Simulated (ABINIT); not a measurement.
## Quasiparticle gap of SrCl2 (Fm-3m) in ABINIT

How does a plane-wave GW calculation on SrCl2 (Fm-3m) run from the first input to the gap?

Calculated with ABINIT 10.8.3; PBE and many-body steps on it, plane waves.

### 1. Set-up

The structure is cubic, space group Fm-3m (No. 225). The conventional cell has a = 6.977 Å, b = 6.977 Å, c = 6.977 Å, α = 90.00°, β = 90.00°, γ = 90.00°. Sr has 8 Cl at 3.02 Å nearest. Cl has 4 Sr at 3.02 Å nearest. Farther neighbours and most contacts between anions are not listed.

The cell and positions come from the Crystallography Open Database and are kept as given unless a step says otherwise.

### 2. Ground state

This step: ABINIT 10.8.3; DFT, PBE, plane waves, norm-conserving pseudopotentials.

The ground-state density comes first.

Input file run.abi:

```
acell 3*1.0 Angstrom
rprim 
  -0.000000000000 3.488350000000 3.488350000000
  3.488350000000 -0.000000000000 3.488350000000
  3.488350000000 3.488350000000 -0.000000000000
ntypat 2
znucl 38 17
natom 3
typat 1 2 2
xred 
  0.000000000000 0.000000000000 0.000000000000
  0.250000000000 0.250000000000 0.250000000000
  0.750000000000 0.750000000000 0.750000000000
pp_dirpath "pseudos"
pseudos "Sr.upf, Cl.upf"
ecut 28
ngkpt 6 6 6
nshiftk 1
shiftk 0 0 0
kptopt 1
chksymbreak 0
nband 17
occopt 1
tolvrs 1e-10
nstep 60
prtwf 0
optforces 0
optstress 0
indata_prefix "in"
outdata_prefix "out"
tmpdata_prefix "tmp"
```

Launch:

```sh
OMP_NUM_THREADS=1 mpirun -n 4 abinit run.abi > log
```

Numbers of over 12 decimals in the logs are rounded to 6 here.

The log of the run:

```text
.Version 10.8.3 of ABINIT. v10.8.2 released Aug 2026.

 Symmetries : space group Fm -3 m (#225); Bravais cF (face-center cubic)
================================================================================
 Values of the parameters that define the memory need of the present run
     intxc =       0    ionmov =       0      iscf =       7    lmnmax =       6
     lnmax =       6     mgfft =      48  mpssoang =       3    mqgrid =    3001
     natom =       3  nloc_mem =       1    nspden =       1   nspinor =       1
    nsppol =       1      nsym =      48    n1xccc =    2501    ntypat =       2
    occopt =       1   xclevel =       2
-    mband =          17        mffmem =           1         mkmem =           4
       mpw =        4087          nfft =      110592          nkpt =          16
================================================================================
  Rough estimation (10% accuracy) of disk space for files :
================================================================================

--------------------------------------------------------------------------------
------------- Echo of variables that govern the present computation ------------
--------------------------------------------------------------------------------
 -outvars: echo values of preprocessed input variables --------
            acell      1.8897261259E+00  1.8897261259E+00  1.8897261259E+00 Bohr

      chksymbreak           0
             ecut      2.80000000E+01 Hartree
-          fftalg         312

              ixc     -101130
              kpt      0.00000000E+00  0.00000000E+00  0.00000000E+00
                       1.66666667E-01  0.00000000E+00  0.00000000E+00
                       3.33333333E-01  0.00000000E+00  0.00000000E+00
                       5.00000000E-01  0.00000000E+00  0.00000000E+00
                       1.66666667E-01  1.66666667E-01  0.00000000E+00
                       3.33333333E-01  1.66666667E-01  0.00000000E+00
                       5.00000000E-01  1.66666667E-01  0.00000000E+00
                      -3.33333333E-01  1.66666667E-01  0.00000000E+00
                      -1.66666667E-01  1.66666667E-01  0.00000000E+00
   [... 5 further rows ...]
                      -3.33333333E-01  3.33333333E-01  1.66666667E-01
                      -3.33333333E-01  5.00000000E-01  1.66666667E-01
         kptrlatt        6    0    0      0    6    0      0    0    6
          kptrlen      5.59351966E+01
P           mkmem           4
            natom           3
            nband          17
            ngfft          48      48      48
             nkpt          16
            nstep          60
             nsym          48
           ntypat           2
              occ      2.000000  2.000000  2.000000  2.000000  2.000000  2.000000
                       2.000000  2.000000  2.000000  2.000000  2.000000  2.000000
                       0.000000  0.000000  0.000000  0.000000  0.000000
        optforces           0
        optstress           0
            prtwf           0
            rprim     -0.0000000000E+00  3.4883500000E+00  3.4883500000E+00
[...]
spgroup         225

           tolvrs      1.00000000E-10

             xred      0.0000000000E+00  0.0000000000E+00  0.0000000000E+00
[...]
znucl       38.00000   17.00000

================================================================================

 chkinp: Checking input parameters for consistency.

================================================================================
== DATASET  1 ==================================================================
-   mpi_nproc: 4, omp_nthreads: 1 (-1 if OMP is not activated)

--- !DatasetInfo
iteration_state: {dtset: 1, }
dimensions: {natom: 3, nkpt: 16, mband: 17, nsppol: 1, nspinor: 1, nspden: 1, mpw: 4087, }
cutoff_energies: {ecut:  28.0, pawecutdg:  -1.0, }
electrons: {nelect:   2.40000000E+01, charge:   0.00000000E+00, occopt:   1.00000000E+00, tsmear:   1.00000000E-02, }

 Real(R)+Recip(G) space primitive vectors, cartesian coordinates (Bohr,Bohr^-1):
 R(1)=  0.0000000  6.5920261  6.5920261  G(1)= -0.0758492  0.0758492  0.0758492
 R(2)=  6.5920261  0.0000000  6.5920261  G(2)=  0.0758492 -0.0758492  0.0758492
 R(3)=  6.5920261  6.5920261  0.0000000  G(3)=  0.0758492  0.0758492 -0.0758492
 Unit cell volume ucvol=  5.7291047E+02 bohr^3
 Angles (23,13,12)=  6.00000000E+01  6.00000000E+01  6.00000000E+01 degrees

 getcut: wavevector=  0.0000  0.0000  0.0000  ngfft=  48  48  48
         ecut(hartree)=     28.000   => boxcut(ratio)=   2.16154

--- Pseudopotential description ------------------------------------------------
- Sr Generated using ONCVPSP code by D. R. Hamann
- 38.00000  10.00000  171031                  znucl, zion, pspdat
12 -101130 2 -1 1834                          pspcod,pspxc,lmax,lloc,mmax
     nproj     2     2     2
  pspatm : epsatm=   12.84204793
         --- l  ekb(1:nproj) -->
[...]
pspatm: atomic psp has been read  and splines computed

- Cl Generated using ONCVPSP code by D. R. Hamann
- 17.00000   7.00000  171031                  znucl, zion, pspdat
12 -101130 2 -1 1028                          pspcod,pspxc,lmax,lloc,mmax
     nproj     2     2     2
  pspatm : epsatm=    9.12776517
         --- l  ekb(1:nproj) -->
[...]
pspatm: atomic psp has been read  and splines computed

   7.46341878E+02                                ecore*ucvol(ha*bohr**3)
--------------------------------------------------------------------------------

_setup2: Arith. and geom. avg. npw (full set) are    4056.921    4056.900

================================================================================

--- !BeginCycle
iteration_state: {dtset: 1, }
solver: {iscf: 7, nstep: 60, nline: 4, wfoptalg: 0, }
tolerances: {tolvrs: 1.00E-10, }

     iter   Etot(hartree)      deltaE(h)  residm     vres2
 ETOT  1  -67.274732836100    -6.727E+01 3.901E-02 1.042E+02
 ETOT  2  -67.304465238044    -2.973E-02 5.773E-03 1.264E+01
 ETOT  3  -67.306500165250    -2.035E-03 2.280E-03 5.185E-01
 ETOT  4  -67.306519931807    -1.977E-05 1.361E-03 6.038E-02
 ETOT  5  -67.306521191947    -1.260E-06 3.411E-03 4.551E-03
 ETOT  6  -67.306521315693    -1.237E-07 5.230E-04 1.119E-04
 ETOT  7  -67.306521320028    -4.335E-09 4.380E-04 7.238E-07
 ETOT  8  -67.306521320070    -4.231E-11 1.900E-04 1.666E-08
 ETOT  9  -67.306521320069     1.634E-12 8.692E-05 1.686E-10
 ETOT 10  -67.306521320070    -1.535E-12 6.303E-05 1.799E-12

 At SCF step   10       vres2   =  1.80E-12 < tolvrs=  1.00E-10 =>converged.

--- !ResultsGS
iteration_state: {dtset: 1, }
comment   : Summary of ground state results
lattice_vectors:
- [ -0.0000000,   6.5920261,   6.5920261, ]
- [  6.5920261,  -0.0000000,   6.5920261, ]
- [  6.5920261,   6.5920261,  -0.0000000, ]
lattice_lengths: [   9.32253,    9.32253,    9.32253, ]
lattice_angles: [ 60.000,  60.000,  60.000, ] # degrees, (23, 13, 12)
lattice_volume:   5.7291047E+02
convergence: {deltae: -1.535E-12, res2:  1.799E-12, residm:  6.303E-05, diffor:  0.000E+00, }
etotal    :  -6.73065213E+01
entropy   :   0.00000000E+00
fermie    :   6.12810147E-02
cartesian_stress_tensor: null
pressure_GPa: null
xred      :
- [  0.0000E+00,   0.0000E+00,   0.0000E+00, Sr]
- [  2.5000E-01,   2.5000E-01,   2.5000E-01, Cl]
- [  7.5000E-01,   7.5000E-01,   7.5000E-01, Cl]
cartesian_forces: null
force_length_stats: {min: null, max: null, mean: null, }

 Integrated electronic density in atomic spheres:
 ------------------------------------------------
 Atom  Sphere_radius  Integrated_density
[...]
2        2.00000          5.12424954
    3        2.00000          5.12424954
================================================================================

 ----iterations are completed or convergence reached----

 Mean square residual over all n,k,spin=   59.474E-08; max=  63.027E-06
 reduced coordinates (array xred) for    3 atoms
       0.000000000000      0.000000000000      0.000000000000
       0.250000000000      0.250000000000      0.250000000000
       0.750000000000      0.750000000000      0.750000000000
 rms dE/dt=  0.0000E+00; max dE/dt=  0.0000E+00; dE/dt below (all hartree)
    1       0.000000000000      0.000000000000      0.000000000000
    2       0.000000000000      0.000000000000      0.000000000000
    3       0.000000000000      0.000000000000      0.000000000000

 cartesian coordinates (angstrom) at end:
    1      0.000000     0.000000     0.000000
    2      1.744175     1.744175     1.744175
    3      5.232525     5.232525     5.232525
 length scales=  1.889726125908  1.889726125908  1.889726125908 bohr
              =  1.000000000000  1.000000000000  1.000000000000 angstroms
 prteigrs : about to open file out_EIG
 Fermi (or HOMO) energy (hartree) =   0.06128   Average Vxc (hartree)=  -0.31029
 Eigenvalues (hartree) for nkpt=  16  k points:
 kpt#   1, nband= 17, wtk=  0.00463, kpt=  0.0000  0.0000  0.0000 (reduced coord)
  -1.14545   -0.48351   -0.48351   -0.48351   -0.42746   -0.39632   -0.01649   -0.01649
  -0.01649    0.04900    0.04900    0.04900    0.25763    0.28575    0.28575    0.39110
   0.39111
 prteigrs : prtvol=0 or 1, do not print more k-points.

--- !EnergyTerms
iteration_state     : {dtset: 1, }
comment             : Components of total free energy in Hartree
kinetic             :  2.03871203322829E+01
hartree             :  1.16834237510161E+01
xc                  : -1.74262113319001E+01
Ewald energy        : -4.69938437862011E+01
psp_core            :  1.30271992188222E+00
local_psp           : -4.57380997932165E+01
non_local_psp       :  9.47836958606614E+00
total_energy        : -6.73065213200703E+01
total_energy_eV     : -1.83150374851379E+03
band_energy         : -6.66586340283659E+00

== END DATASET(S) ==============================================================
================================================================================

 -outvars: echo values of variables after computation  --------
           etotal     -6.7306521320E+01
            nband          17
             nkpt          16
          spgroup         225
 [... the other variables as echoed above ...]

 Calculation completed.
```

It took 13 s on 4 MPI ranks of Arm Neoverse V1, shared host; peak memory 0.34 GiB; 53 s of CPU time.

This step gave:

```
total energy               : -1831.5037 eV
gap                        : 5.343 eV
k of the valence top       : 0.5, 0.5, 0
k of the conduction bottom : 0, 0, 0
least direct gap           : 5.512 eV
```

The gap is indirect, with the least direct gap 0.17 eV higher.

### 3. Bands along the symmetry lines

The cheap functional maps the bands first; the places of the edges decide which points the dearer methods must see.

Input file run.abi:

```
acell 3*1.0 Angstrom
rprim 
  -0.000000000000 3.488350000000 3.488350000000
  3.488350000000 -0.000000000000 3.488350000000
  3.488350000000 3.488350000000 -0.000000000000
ntypat 2
znucl 38 17
natom 3
typat 1 2 2
xred 
  0.000000000000 0.000000000000 0.000000000000
  0.250000000000 0.250000000000 0.250000000000
  0.750000000000 0.750000000000 0.750000000000
pp_dirpath "pseudos"
pseudos "Sr.upf, Cl.upf"
ecut 28
iscf -2
irdden 1
kptopt 0
nkpt 50
kpt 
  0.00000000 0.00000000 0.00000000
  0.06250000 0.00000000 0.06250000
  0.12500000 0.00000000 0.12500000
  0.18750000 0.00000000 0.18750000
  0.25000000 0.00000000 0.25000000
  0.31250000 0.00000000 0.31250000
  0.37500000 0.00000000 0.37500000
  0.43750000 0.00000000 0.43750000
  0.50000000 0.00000000 0.50000000
  0.51562500 0.03125000 0.51562500
  0.53125000 0.06250000 0.53125000
  0.54687500 0.09375000 0.54687500
  0.56250000 0.12500000 0.56250000
  0.57812500 0.15625000 0.57812500
  0.59375000 0.18750000 0.59375000
  0.60937500 0.21875000 0.60937500
  0.62500000 0.25000000 0.62500000
  0.37500000 0.37500000 0.75000000
  0.32812500 0.32812500 0.65625000
  0.28125000 0.28125000 0.56250000
  0.23437500 0.23437500 0.46875000
  0.18750000 0.18750000 0.37500000
  0.14062500 0.14062500 0.28125000
  0.09375000 0.09375000 0.18750000
  0.04687500 0.04687500 0.09375000
  0.00000000 0.00000000 0.00000000
  0.06250000 0.06250000 0.06250000
  0.12500000 0.12500000 0.12500000
  0.18750000 0.18750000 0.18750000
  0.25000000 0.25000000 0.25000000
  0.31250000 0.31250000 0.31250000
  0.37500000 0.37500000 0.37500000
  0.43750000 0.43750000 0.43750000
  0.50000000 0.50000000 0.50000000
  0.50000000 0.46875000 0.53125000
  0.50000000 0.43750000 0.56250000
  0.50000000 0.40625000 0.59375000
  0.50000000 0.37500000 0.62500000
  0.50000000 0.34375000 0.65625000
  0.50000000 0.31250000 0.68750000
  0.50000000 0.28125000 0.71875000
  0.50000000 0.25000000 0.75000000
  0.50000000 0.21875000 0.71875000
  0.50000000 0.18750000 0.68750000
  0.50000000 0.15625000 0.65625000
  0.50000000 0.12500000 0.62500000
  0.50000000 0.09375000 0.59375000
  0.50000000 0.06250000 0.56250000
  0.50000000 0.03125000 0.53125000
  0.50000000 0.00000000 0.50000000
istwfk *1
nband 19
nbdbuf 2
tolwfr 1e-08
nstep 40
prtwf 0
prtvol 0
indata_prefix "in"
outdata_prefix "out"
tmpdata_prefix "tmp"
```

The log of the run:

```text
.Version 10.8.3 of ABINIT. v10.8.2 released Aug 2026.

 Symmetries : space group Fm -3 m (#225); Bravais cF (face-center cubic)
[... echo of the input left out ...]
== DATASET  1 ==================================================================
-   mpi_nproc: 4, omp_nthreads: 1 (-1 if OMP is not activated)

--- !DatasetInfo
iteration_state: {dtset: 1, }
dimensions: {natom: 3, nkpt: 50, mband: 19, nsppol: 1, nspinor: 1, nspden: 1, mpw: 4088, }
cutoff_energies: {ecut:  28.0, pawecutdg:  -1.0, }
electrons: {nelect:   2.40000000E+01, charge:   0.00000000E+00, occopt:   1.00000000E+00, tsmear:   1.00000000E-02, }

 Real(R)+Recip(G) space primitive vectors, cartesian coordinates (Bohr,Bohr^-1):
 R(1)=  0.0000000  6.5920261  6.5920261  G(1)= -0.0758492  0.0758492  0.0758492
 R(2)=  6.5920261  0.0000000  6.5920261  G(2)=  0.0758492 -0.0758492  0.0758492
 R(3)=  6.5920261  6.5920261  0.0000000  G(3)=  0.0758492  0.0758492 -0.0758492
 Unit cell volume ucvol=  5.7291047E+02 bohr^3
 Angles (23,13,12)=  6.00000000E+01  6.00000000E+01  6.00000000E+01 degrees

 getcut: wavevector=  0.0000  0.0000  0.0000  ngfft=  48  48  48
         ecut(hartree)=     28.000   => boxcut(ratio)=   2.16154

--- Pseudopotential description ------------------------------------------------
- Sr Generated using ONCVPSP code by D. R. Hamann
- 38.00000  10.00000  171031                  znucl, zion, pspdat
12 -101130 2 -1 1834                          pspcod,pspxc,lmax,lloc,mmax
     nproj     2     2     2
  pspatm : epsatm=   12.84204793
         --- l  ekb(1:nproj) -->
             0    9.951127    1.027824
             1    7.382610    1.665143
             2    4.168853    0.950057
 pspatm: atomic psp has been read  and splines computed

- Cl Generated using ONCVPSP code by D. R. Hamann
- 17.00000   7.00000  171031                  znucl, zion, pspdat
12 -101130 2 -1 1028                          pspcod,pspxc,lmax,lloc,mmax
     nproj     2     2     2
  pspatm : epsatm=    9.12776517
         --- l  ekb(1:nproj) -->
[...]
pspatm: atomic psp has been read  and splines computed

--------------------------------------------------------------------------------

================================================================================
 prteigrs : about to open file out_EIG
 Non-SCF case, kpt    1 (  0.00000  0.00000  0.00000), residuals and eigenvalues=
  3.02E-09  1.38E-09  2.24E-09  4.09E-09  2.96E-09  7.20E-09  3.93E-09  4.65E-09
  7.03E-09  3.68E-09  5.10E-09  4.60E-09  7.50E-09  7.63E-09  8.44E-09  3.04E-09
[...]
-1.1454E+00 -4.8351E-01 -4.8351E-01 -4.8351E-01 -4.2746E-01 -3.9632E-01
 -1.6493E-02 -1.6493E-02 -1.6493E-02  4.9003E-02  4.9003E-02  4.9003E-02
  2.5763E-01  2.8575E-01  2.8575E-01  3.9110E-01  3.9110E-01  3.9110E-01
  4.0439E-01
 Non-SCF case, kpt    2 (  0.06250  0.00000  0.06250), residuals and eigenvalues=
  3.52E-09  2.57E-09  1.39E-09  3.44E-09  3.98E-09  3.94E-09  3.99E-09  6.65E-09
[...]
4.0269E-01
 Non-SCF case, kpt    3 (  0.12500  0.00000  0.12500), residuals and eigenvalues=
[...]
3.9719E-01
[...]
Non-SCF case, kpt   49 (  0.50000  0.03125  0.53125), residuals and eigenvalues=
[...]
4.2664E-01
 Non-SCF case, kpt   50 (  0.50000  0.00000  0.50000), residuals and eigenvalues=
[...]
-3.9631E-02 -7.4484E-03 -7.4484E-03  4.6723E-02  4.6723E-02  6.1281E-02
  2.6384E-01  3.2051E-01  3.4190E-01  3.5597E-01  3.5597E-01  3.7894E-01
  4.2819E-01

--- !ResultsGS
iteration_state: {dtset: 1, }
comment   : Summary of ground state results
lattice_vectors:
- [ -0.0000000,   6.5920261,   6.5920261, ]
- [  6.5920261,  -0.0000000,   6.5920261, ]
- [  6.5920261,   6.5920261,  -0.0000000, ]
lattice_lengths: [   9.32253,    9.32253,    9.32253, ]
lattice_angles: [ 60.000,  60.000,  60.000, ] # degrees, (23, 13, 12)
lattice_volume:   5.7291047E+02
convergence: {deltae:  0.000E+00, res2:  0.000E+00, residm:  9.997E-09, diffor:  0.000E+00, }
etotal    :  -6.73065213E+01
entropy   :   0.00000000E+00
fermie    :   6.12810147E-02
cartesian_stress_tensor: null
pressure_GPa: null
xred      :
- [  0.0000E+00,   0.0000E+00,   0.0000E+00, Sr]
- [  2.5000E-01,   2.5000E-01,   2.5000E-01, Cl]
- [  7.5000E-01,   7.5000E-01,   7.5000E-01, Cl]
cartesian_forces: null
force_length_stats: {min: null, max: null, mean: null, }

 Integrated electronic density in atomic spheres:
 ------------------------------------------------
 Atom  Sphere_radius  Integrated_density
[...]
================================================================================

 ----iterations are completed or convergence reached----

 Mean square residual over all n,k,spin=   53.254E-10; max=  99.974E-10
 reduced coordinates (array xred) for    3 atoms
[...]
cartesian coordinates (angstrom) at end:
    1      0.000000     0.000000     0.000000
    2      1.744175     1.744175     1.744175
    3      5.232525     5.232525     5.232525
 length scales=  1.889726125908  1.889726125908  1.889726125908 bohr
              =  1.000000000000  1.000000000000  1.000000000000 angstroms
 prteigrs : about to open file out_EIG
 Eigenvalues (hartree) for nkpt=  50  k points:
 kpt#   1, nband= 19, wtk=  1.00000, kpt=  0.0000  0.0000  0.0000 (reduced coord)
[...]
kpt#   2, nband= 19, wtk=  1.00000, kpt=  0.0625  0.0000  0.0625 (reduced coord)
[...]
kpt#   3, nband= 19, wtk=  1.00000, kpt=  0.1250  0.0000  0.1250 (reduced coord)
[...]
kpt#  49, nband= 19, wtk=  1.00000, kpt=  0.5000  0.0313  0.5313 (reduced coord)
[...]
0.35613    0.38222    0.42664
 kpt#  50, nband= 19, wtk=  1.00000, kpt=  0.5000  0.0000  0.5000 (reduced coord)
  -1.14529   -0.49651   -0.48474   -0.48474   -0.40740   -0.39933   -0.03963   -0.00745
  -0.00745    0.04672    0.04672    0.06128    0.26384    0.32051    0.34190    0.35597
   0.35597    0.37894    0.42819

== END DATASET(S) ==============================================================
================================================================================

 -outvars: echo values of variables after computation  --------
            nband          19
             nkpt          50
          spgroup         225
 [... the other variables as echoed above ...]

 Calculation completed.
```

Run time: 21 s. Hardware: 4 MPI ranks; peak memory 0.32 GiB; 85 s of CPU time.

This step gave:

```yaml
gap: 5.343 eV
k_of_the_valence_top: 0.5, 0, 0.5
k_of_the_conduction_bottom: 0, 0, 0
least_direct_gap: 5.512 eV
```

The gap is 5.343 eV, as in the run before at this level.

Electronic bands along the path, in eV, zero at the top of the highest filled band:

```tsv
point	band 9	band 10	band 11	band 12	band 13	band 14	band 15	band 16
Γ	-2.12	-0.33	-0.33	-0.33	5.34	6.11	6.11	8.97
halfway	-1.72	-1.19	-0.33	-0.33	6.06	6.67	6.79	8.09
X	-1.87	-0.40	-0.40	0.00	5.51	7.05	7.64	8.02
halfway	-1.83	-0.48	-0.43	-0.03	5.65	7.07	7.55	7.75
U	-1.71	-0.71	-0.53	-0.11	5.96	7.14	7.35	7.60
jump to K	-1.71	-0.71	-0.53	-0.11	5.96	7.14	7.35	7.60
halfway	-1.43	-1.31	-0.96	-0.30	6.39	6.66	6.72	8.09
Γ	-2.12	-0.33	-0.33	-0.33	5.34	6.11	6.11	8.97
halfway	-1.75	-0.92	-0.64	-0.64	6.45	6.50	6.50	7.78
L	-1.49	-1.31	-1.04	-1.04	6.73	6.73	7.53	7.85
halfway	-1.39	-1.15	-0.55	-0.53	6.33	6.94	7.40	7.73
W	-1.21	-1.21	-0.31	-0.10	6.24	7.02	7.23	7.23
halfway	-1.69	-0.65	-0.36	-0.04	5.79	7.09	7.43	7.58
X	-1.87	-0.40	-0.40	0.00	5.51	7.05	7.64	8.02
```

(Part 1 of 2 ends here.)

[Paths, hosts, dates, memory and timing lines, banners, echoed tables and standing remarks are left out of the program output.]

[Logs are printed without paths, hosts, clocks, repeated set-up lines and the standing remarks that a program may print on its own settings, such as how far it seeks lower states.]

[Runs of the session that timed out or met a known fault of the program may be left out.]

[Hosts, paths, dates, database ids (printed as entryN), source tags and the programs' standing remarks are cut or masked in the printed files.]

[G0W0 gaps are taken among the corrected bands and points alone; a level outside them can change the order at an edge.]

[Where Ansatz stands beside ABINIT at settings called matched, ABINIT's density can come from a denser mesh and the files from another edition; pairs whose starting gaps differed by over 0.03 eV were left out, so agreement reads better than it is.]
